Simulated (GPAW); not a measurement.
## Dielectric function and optical constants of TiCo

Aim: the dielectric function of TiCo, and the optical constants that follow from it.

Program: GPAW 26.7.0. Level of theory: DFT, PBE, plane-wave PAW (GPAW data sets), scalar-relativistic, RPA, optical limit. Results are calculated unless marked as measured.

**1. Set-up**

Symmetry: Pm-3m, No. 221, cubic system. The conventional cell has a = 2.986 Å, b = 2.986 Å, c = 2.986 Å, α = 90.00°, β = 90.00°, γ = 90.00°. Nearest to Co lie 8 Ti at 2.59 Å. Nearest to Ti lie 8 Co at 2.59 Å. Farther neighbours are not listed.

**2. Ground state**

First the ground state: is it a metal or has it a gap?

This step: DFT, PBE, plane-wave PAW (GPAW data sets), scalar-relativistic, ground state (GPAW 26.7.0).

Contents of gs.py:

```python
from ase import Atoms
from ase.dft.bandgap import bandgap
from gpaw import GPAW, PW, FermiDirac

atoms = Atoms(['Co', 'Ti'],
              cell=[[2.986110990000, 0.000000000000, 0.000000000000],
                    [0.000000000000, 2.986110990000, 0.000000000000],
                    [0.000000000000, 0.000000000000, 2.986110990000]],
              scaled_positions=[[0.500000000000, 0.500000000000, 0.500000000000],
                                [0.000000000000, 0.000000000000, 0.000000000000]],
              pbc=[True, True, True])
atoms.calc = GPAW(mode=PW(500), xc='PBE', kpts={'size': (8, 8, 8), 'gamma': True},
                  occupations=FermiDirac(0.05), maxiter=150, txt='gs.txt')
print('energy (eV)', atoms.get_potential_energy())
print('Fermi level (eV)', atoms.calc.get_fermi_level())
print('valence electrons', atoms.calc.get_number_of_electrons())
print('gap (eV)', bandgap(atoms.calc, output=None)[0])
print('direct gap (eV)', bandgap(atoms.calc, direct=True, output=None)[0])
atoms.calc.write('gs.gpw')
```

On the command line:

```
$ OMP_NUM_THREADS=1 python gs.py
```

Numbers of over 12 decimals in the logs are rounded to 6 here.

What it wrote:

```text
__  _  _
 | _ |_)|_||  |
 |__||  | ||/\| - 26.7.0

Versions:
  Python: 3.12.14
  ASE:    3.29.0
  Numpy:  2.5.5
  Scipy:  1.18.1
  Libxc:  7.0.0

Input parameters:
  mode=PW(ecut=500.0),
  kpts=MonkhorstPack(size=(8, 8, 8), gamma=True),
  maxiter=150,
  occupations=Occupations(name='fermi-dirac', width=0.05, fixmagmom=False),
  xc=XC(name='PBE')

Diagonalizing LCAO Hamiltonian
Converting LCAO to pw mode
   .------.
  /|      |
 * |      |
 | | Co   |
 | .------.
 |/      /
 Ti-----*

Atoms  # Å, Bohr magnetons
|   | symbol |        x |        y |        z |    initial magnetic moments |
| 0 |     Co | 1.493055 | 1.493055 | 1.493055 | ( 0.0000,  0.0000,  0.0000) |
| 1 |     Ti | 0.000000 | 0.000000 | 0.000000 | ( 0.0000,  0.0000,  0.0000) |

Unit cell  # Å
| periodic |        x |        y |        z |  lengths |    angles |
|      yes | 2.986111 | 0.000000 | 0.000000 | 2.986111 | 90.000000 |
|      yes | 0.000000 | 2.986111 | 0.000000 | 2.986111 | 90.000000 |
|      yes | 0.000000 | 0.000000 | 2.986111 | 2.986111 | 90.000000 |

Number of symmetries: 48
Symmetry operations  # r_c * U_cc + t_c -> r_c
|    | kind |            matrix            |
|  0 |  E   |  1, 0, 0,  0, 1, 0,  0, 0, 1 |
|  1 |  σ   |  1, 0, 0,  0, 1, 0,  0, 0,-1 |
|  2 |  σ   |  1, 0, 0,  0, 0, 1,  0, 1, 0 |
|  3 |  C4  |  1, 0, 0,  0, 0, 1,  0,-1, 0 |
|  4 |  C4  |  1, 0, 0,  0, 0,-1,  0, 1, 0 |
|  5 |  σ   |  1, 0, 0,  0, 0,-1,  0,-1, 0 |
|  6 |  σ   |  1, 0, 0,  0,-1, 0,  0, 0, 1 |
|  7 |  C2  |  1, 0, 0,  0,-1, 0,  0, 0,-1 |
|  8 |  σ   |  0, 1, 0,  1, 0, 0,  0, 0, 1 |
|  9 |  C2  |  0, 1, 0,  1, 0, 0,  0, 0,-1 |
| 10 |  C3  |  0, 1, 0,  0, 0, 1,  1, 0, 0 |
| 11 |  S6  |  0, 1, 0,  0, 0, 1, -1, 0, 0 |
| 12 |  S6  |  0, 1, 0,  0, 0,-1,  1, 0, 0 |
| 13 |  C3  |  0, 1, 0,  0, 0,-1, -1, 0, 0 |
| 14 |  C4  |  0, 1, 0, -1, 0, 0,  0, 0, 1 |
| 15 |  S4  |  0, 1, 0, -1, 0, 0,  0, 0,-1 |
| 16 |  C3  |  0, 0, 1,  1, 0, 0,  0, 1, 0 |
| 17 |  S6  |  0, 0, 1,  1, 0, 0,  0,-1, 0 |
| 18 |  σ   |  0, 0, 1,  0, 1, 0,  1, 0, 0 |
| 19 |  C4  |  0, 0, 1,  0, 1, 0, -1, 0, 0 |
| 20 |  C2  |  0, 0, 1,  0,-1, 0,  1, 0, 0 |
| 21 |  S4  |  0, 0, 1,  0,-1, 0, -1, 0, 0 |
| 22 |  S6  |  0, 0, 1, -1, 0, 0,  0, 1, 0 |
| 23 |  C3  |  0, 0, 1, -1, 0, 0,  0,-1, 0 |
| 24 |  S6  |  0, 0,-1,  1, 0, 0,  0, 1, 0 |
| 25 |  C3  |  0, 0,-1,  1, 0, 0,  0,-1, 0 |
| 26 |  C4  |  0, 0,-1,  0, 1, 0,  1, 0, 0 |
| 27 |  σ   |  0, 0,-1,  0, 1, 0, -1, 0, 0 |
| 28 |  S4  |  0, 0,-1,  0,-1, 0,  1, 0, 0 |
| 29 |  C2  |  0, 0,-1,  0,-1, 0, -1, 0, 0 |
| 30 |  C3  |  0, 0,-1, -1, 0, 0,  0, 1, 0 |
| 31 |  S6  |  0, 0,-1, -1, 0, 0,  0,-1, 0 |
| 32 |  C4  |  0,-1, 0,  1, 0, 0,  0, 0, 1 |
| 33 |  S4  |  0,-1, 0,  1, 0, 0,  0, 0,-1 |
| 34 |  S6  |  0,-1, 0,  0, 0, 1,  1, 0, 0 |
| 35 |  C3  |  0,-1, 0,  0, 0, 1, -1, 0, 0 |
| 36 |  C3  |  0,-1, 0,  0, 0,-1,  1, 0, 0 |
| 37 |  S6  |  0,-1, 0,  0, 0,-1, -1, 0, 0 |
| 38 |  σ   |  0,-1, 0, -1, 0, 0,  0, 0, 1 |
| 39 |  C2  |  0,-1, 0, -1, 0, 0,  0, 0,-1 |
| 40 |  σ   | -1, 0, 0,  0, 1, 0,  0, 0, 1 |
| 41 |  C2  | -1, 0, 0,  0, 1, 0,  0, 0,-1 |
| 42 |  C2  | -1, 0, 0,  0, 0, 1,  0, 1, 0 |
| 43 |  S4  | -1, 0, 0,  0, 0, 1,  0,-1, 0 |
| 44 |  S4  | -1, 0, 0,  0, 0,-1,  0, 1, 0 |
| 45 |  C2  | -1, 0, 0,  0, 0,-1,  0,-1, 0 |
| 46 |  C2  | -1, 0, 0,  0,-1, 0,  0, 0, 1 |
| 47 |  i   | -1, 0, 0,  0,-1, 0,  0, 0,-1 |

BZ-sampling:
  Number of BZ points: 512
  Number of IBZ points: 35

  Monkhorst-Pack size: [8, 8, 8]
  Monkhorst-Pack shift: [0.0625, 0.0625, 0.0625]

K-points  # in reciprocal-cell coordinates
|     |                                coordinates |     weight |
|   0 | (  0.00000000,   0.00000000,   0.00000000) | 0.00195312 |
|   1 | (  0.12500000,   0.00000000,   0.00000000) | 0.01171875 |
|   2 | (  0.12500000,   0.12500000,   0.00000000) | 0.02343750 |
|   3 | (  0.12500000,   0.12500000,   0.12500000) | 0.01562500 |
|   4 | (  0.25000000,   0.00000000,   0.00000000) | 0.01171875 |
|   5 | (  0.25000000,   0.12500000,   0.00000000) | 0.04687500 |
|   6 | (  0.25000000,   0.12500000,   0.12500000) | 0.04687500 |
|   7 | (  0.25000000,   0.25000000,   0.00000000) | 0.02343750 |
|   8 | (  0.25000000,   0.25000000,   0.12500000) | 0.04687500 |
|   9 | (  0.25000000,   0.25000000,   0.25000000) | 0.01562500 |
| ... |                                            |            |
|  34 | (  0.50000000,   0.50000000,   0.50000000) | 0.00195312 |

Plane wave coefficients: 691
Cutoff: 500.0 eV

Spin-components: 1 (collinear spins)
Bands:           17
Projectors:      12
Spin-degeneracy: 2
Datatype:        complex128

Parallelization:
  kpt:    1
  domain: 1
  band:   1

Density:
  Valence electrons: 21.0
  Components: 1
  Grid points: [16 16 16]
  Charge: 0.0  # |e|

Potential:
  Grid points: [16 16 16]

species:
  Co:
    name:    Cobalt
    id:
    Z:       27.0
    valence: 9
    core:    18
    charge:  0.0  # [|e|]
    compensation charges:
      type: gauss
      rc: 0.32  # [Å]
      lmax: 2
    cutoffs:
      filter: 1.87  # [Å]
      core: 2.55  # [Å]
    projectors
    | kind |    occ | energy [eV] | rcut [Å] |
    |   4s |  2.000 |      -5.469 |    1.005 |
    |   4p |  0.000 |      -1.277 |    1.058 |
    |   3d |  7.000 |      -8.205 |    1.005 |
    |    s |        |      21.742 |    1.005 |
    |    p |        |      25.934 |    1.058 |
    |    d |        |      19.007 |    1.005 |

    Using partial waves for Co as LCAO basis

  Ti:
    name:    Titanium
    id:
    Z:       22.0
    valence: 12
    core:    10
    charge:  0.0  # [|e|]
    compensation charges:
      type: gauss
      rc: 0.38  # [Å]
      lmax: 2
    cutoffs:
      filter: 2.23  # [Å]
      core: 1.02  # [Å]
    projectors
    | kind |    occ | energy [eV] | rcut [Å] |
    |   3s |  2.000 |     -62.623 |    1.270 |
    |   4s |  2.000 |      -4.466 |    1.270 |
    |   3p |  6.000 |     -38.862 |    1.058 |
    |   4p |  0.000 |      -1.466 |    1.058 |
    |   3d |  2.000 |      -4.258 |    1.058 |
    |    d |        |      22.953 |    1.058 |

    Using partial waves for Ti as LCAO basis

Reference energy: -61126.724187  # eV

eigensolver:
  PPCG
  Converge bands: occupied
  niter=2

density mixing:
  MSR1-Mixer
  Pratt-step length: 0.05
  Maximum mixing coefficient: 0.75
  Old densities: 10
  SVD Regularization: 0.005
  Good broyden scale: 1.0
  Trust region scale: 1.0
  Backstep threshold: 4.0
  History deletion threshold: 6.0
  Fourier metric: weight=20.0, sigma=0.015

occupation numbers:
  Fermi-Dirac:
    width: 0.0500  # eV

poisson solver:
  ecut: 4000.0  # eV

xc functional:
  name: PBE with 2 nearest neighbor stencil

convergence criteria:
- Maximum [total energy] change in last 3 cyles: 0.0005 eV / valence electron
- Maximum integral of absolute [dens]ity change: 0.0001 electrons / valence electron
- Maximum integral of absolute [eigenst]ate change: 4e-08 eV^2 / valence electron
maximum number of iterations: 150

SCF iterations
|iter     |      energy | eigst |  dens |
|iter:   1||  -16.896948 | +0.13 |       |
|iter:   2||  -16.095905 | -1.51 | -0.97 |
|iter:   3||  -15.790330 | -1.86 | -1.20 |
|iter:   4||  -15.687111 | -1.47 | -1.36 |
|iter:   5||  -15.604957 | -2.09 | -1.44 |
|iter:   6||  -15.610278 | -3.46 | -2.06 |
|iter:   7||  -15.614346c| -3.52 | -2.09 |
|iter:   8||  -15.614449c| -4.04 | -2.66 |
|iter:   9||  -15.614414c| -5.55 | -3.24 |
|iter:  10||  -15.614425c| -6.09 | -3.68 |
|iter:  11||  -15.614420c| -7.21 | -4.11c|
|iter:  12||  -15.614421c| -7.66c| -5.02c|

Converged in 12 steps
SCF loop duration: 11.051 s (0.921 s/step)
Energy contributions relative to reference atoms: (reference = -61126.724187)

Energy contributions:
  Kinetic:          13.477083
  Coulomb:         -12.838732
  Zero:              0.121729
  External:          0.000000
  Xc:              -16.365988
  Entropy:          -0.017024
  Spinorbit:         0.000000
  ----------------------------
  Free energy:     -15.622933
  Extrapolated:    -15.614421

dipole moment: (-9.527826, -9.527826, -9.527826)  # |e|*Ang

Fermi level: 10.170
Eigenvalues  # (at kpt = [0.000, 0.000, 0.000])
| band index |      eig [eV] | occ [0-2] |
|          0 |       -46.998 |     2.000 |
|        ... |               |           |
|          2 |       -23.110 |     2.000 |
|          3 |       -23.110 |     2.000 |
|          4 |         2.491 |     2.000 |
|          5 |         6.430 |     2.000 |
|          6 |         6.430 |     2.000 |
|          7 |         8.744 |     2.000 |
|          8 |         8.744 |     2.000 |
|          9 |         8.744 |     2.000 |
|         10 |        10.965 |     0.000 |
|         11 |        10.965 |     0.000 |
|         12 |        12.893 |     0.000 |
|         13 |        12.893 |     0.000 |
|         14 |        12.893 |     0.000 |
|         15 |        19.110 |     0.000 |
|         16 |        19.110 |     0.000 |

No gap
No difference between direct/indirect transitions

--- standard output ---
energy (eV) -15.614421
Fermi level (eV) 10.170025
valence electrons 21.0
gap (eV) 0.0
direct gap (eV) 0.0
```

The job ended after 14 s (1 thread of Arm Neoverse N1, shared host; peak memory 0.14 GiB).

This run has no spin polarisation, although Co can carry a moment.

This step gave:

* energy: -15.61 eV
* Fermi energy: 10.17 eV
* electrons: 21

There are states at the Fermi level within the smearing, so the occupations stay smeared and the carriers get a Drude term.

**3. Bands for the response**

At the fixed density, many empty bands are solved on the mesh of the response, since the spectrum sums over them.

This step: DFT, PBE, plane-wave PAW (GPAW data sets), scalar-relativistic, bands at fixed density (GPAW 26.7.0).

Contents of nscf.py:

```python
from ase.dft.bandgap import bandgap
from gpaw import GPAW, FermiDirac

calc = GPAW('gs.gpw').fixed_density(kpts={'size': (15, 15, 15), 'gamma': True}, nbands=32, convergence={'bands': 26},
                                    occupations=FermiDirac(0.05), txt='nscf.txt')
print('gap (eV)', bandgap(calc, output=None)[0])
print('direct gap (eV)', bandgap(calc, direct=True, output=None)[0])
print('top band over the Fermi level (eV)', min(calc.get_eigenvalues(kpt=k)[25] for k in range(len(calc.get_ibz_k_points()))) - calc.get_fermi_level())
calc.write('full.gpw', mode='all')
```

On the command line:

```
$ OMP_NUM_THREADS=1 python nscf.py
```

What it wrote:

```text
Diagonalizing LCAO Hamiltonian
Converting LCAO to pw mode
convergence criteria:
- Maximum integral of absolute [eigenst]ate change: 4e-08 eV^2 / valence electron
maximum number of iterations: 150

SCF iterations
|iter     |      energy | eigst |  dens |
|iter:   1||             | +2.00 |       |
|iter:   2||             | +0.20 |       |
|iter:   3||             | -1.18 |       |
|iter:   4||             | -2.51 |       |
|iter:   5||             | -3.23 |       |
|iter:   6||             | -3.99 |       |
|iter:   7||             | -4.77 |       |
|iter:   8||             | -5.48 |       |
|iter:   9||             | -5.94 |       |
|iter:  10||             | -6.25 |       |
|iter:  11||             | -6.50 |       |
|iter:  12||             | -6.68 |       |
|iter:  13||             | -6.83 |       |
|iter:  14||             | -6.95 |       |
|iter:  15||             | -7.05 |       |
|iter:  16||             | -7.15 |       |
|iter:  17||             | -7.24 |       |
|iter:  18||             | -7.33 |       |
|iter:  19||             | -7.41c|       |
SCF steps: 19
  __  _  _
 | _ |_)|_||  |
 |__||  | ||/\| - 26.7.0

Versions:
  Python: 3.12.14
  ASE:    3.29.0
  Numpy:  2.5.5
  Scipy:  1.18.1
  Libxc:  7.0.0

Input parameters:
  mode=PW(ecut=500.0),
  convergence={'bands': 26},
  gpts=array([16, 16, 16]),
  kpts=MonkhorstPack(size=(15, 15, 15), gamma=True),
  maxiter=150,
  nbands=32,
  occupations=Occupations(name='fermi-dirac', width=0.05, fixmagmom=False),
  parallel={},
  xc=XC(name='PBE')

--- standard output ---
gap (eV) 0.0
direct gap (eV) 0.0
top band over the Fermi level (eV) 24.523883
```

The job ended after 84 s (1 thread; peak memory 0.2 GiB).

(Continued in part 2 of 2.)

[Machine, clock and banner lines and Python warnings are left out of the logs.]

[Logs are printed without paths, hosts, clocks, repeated set-up lines and the standing remarks that a program may print on its own settings, such as how far it seeks lower states.]

[Hosts, paths, dates, database ids (printed as entryN), source tags and the programs' standing remarks are cut or masked in the printed files.]
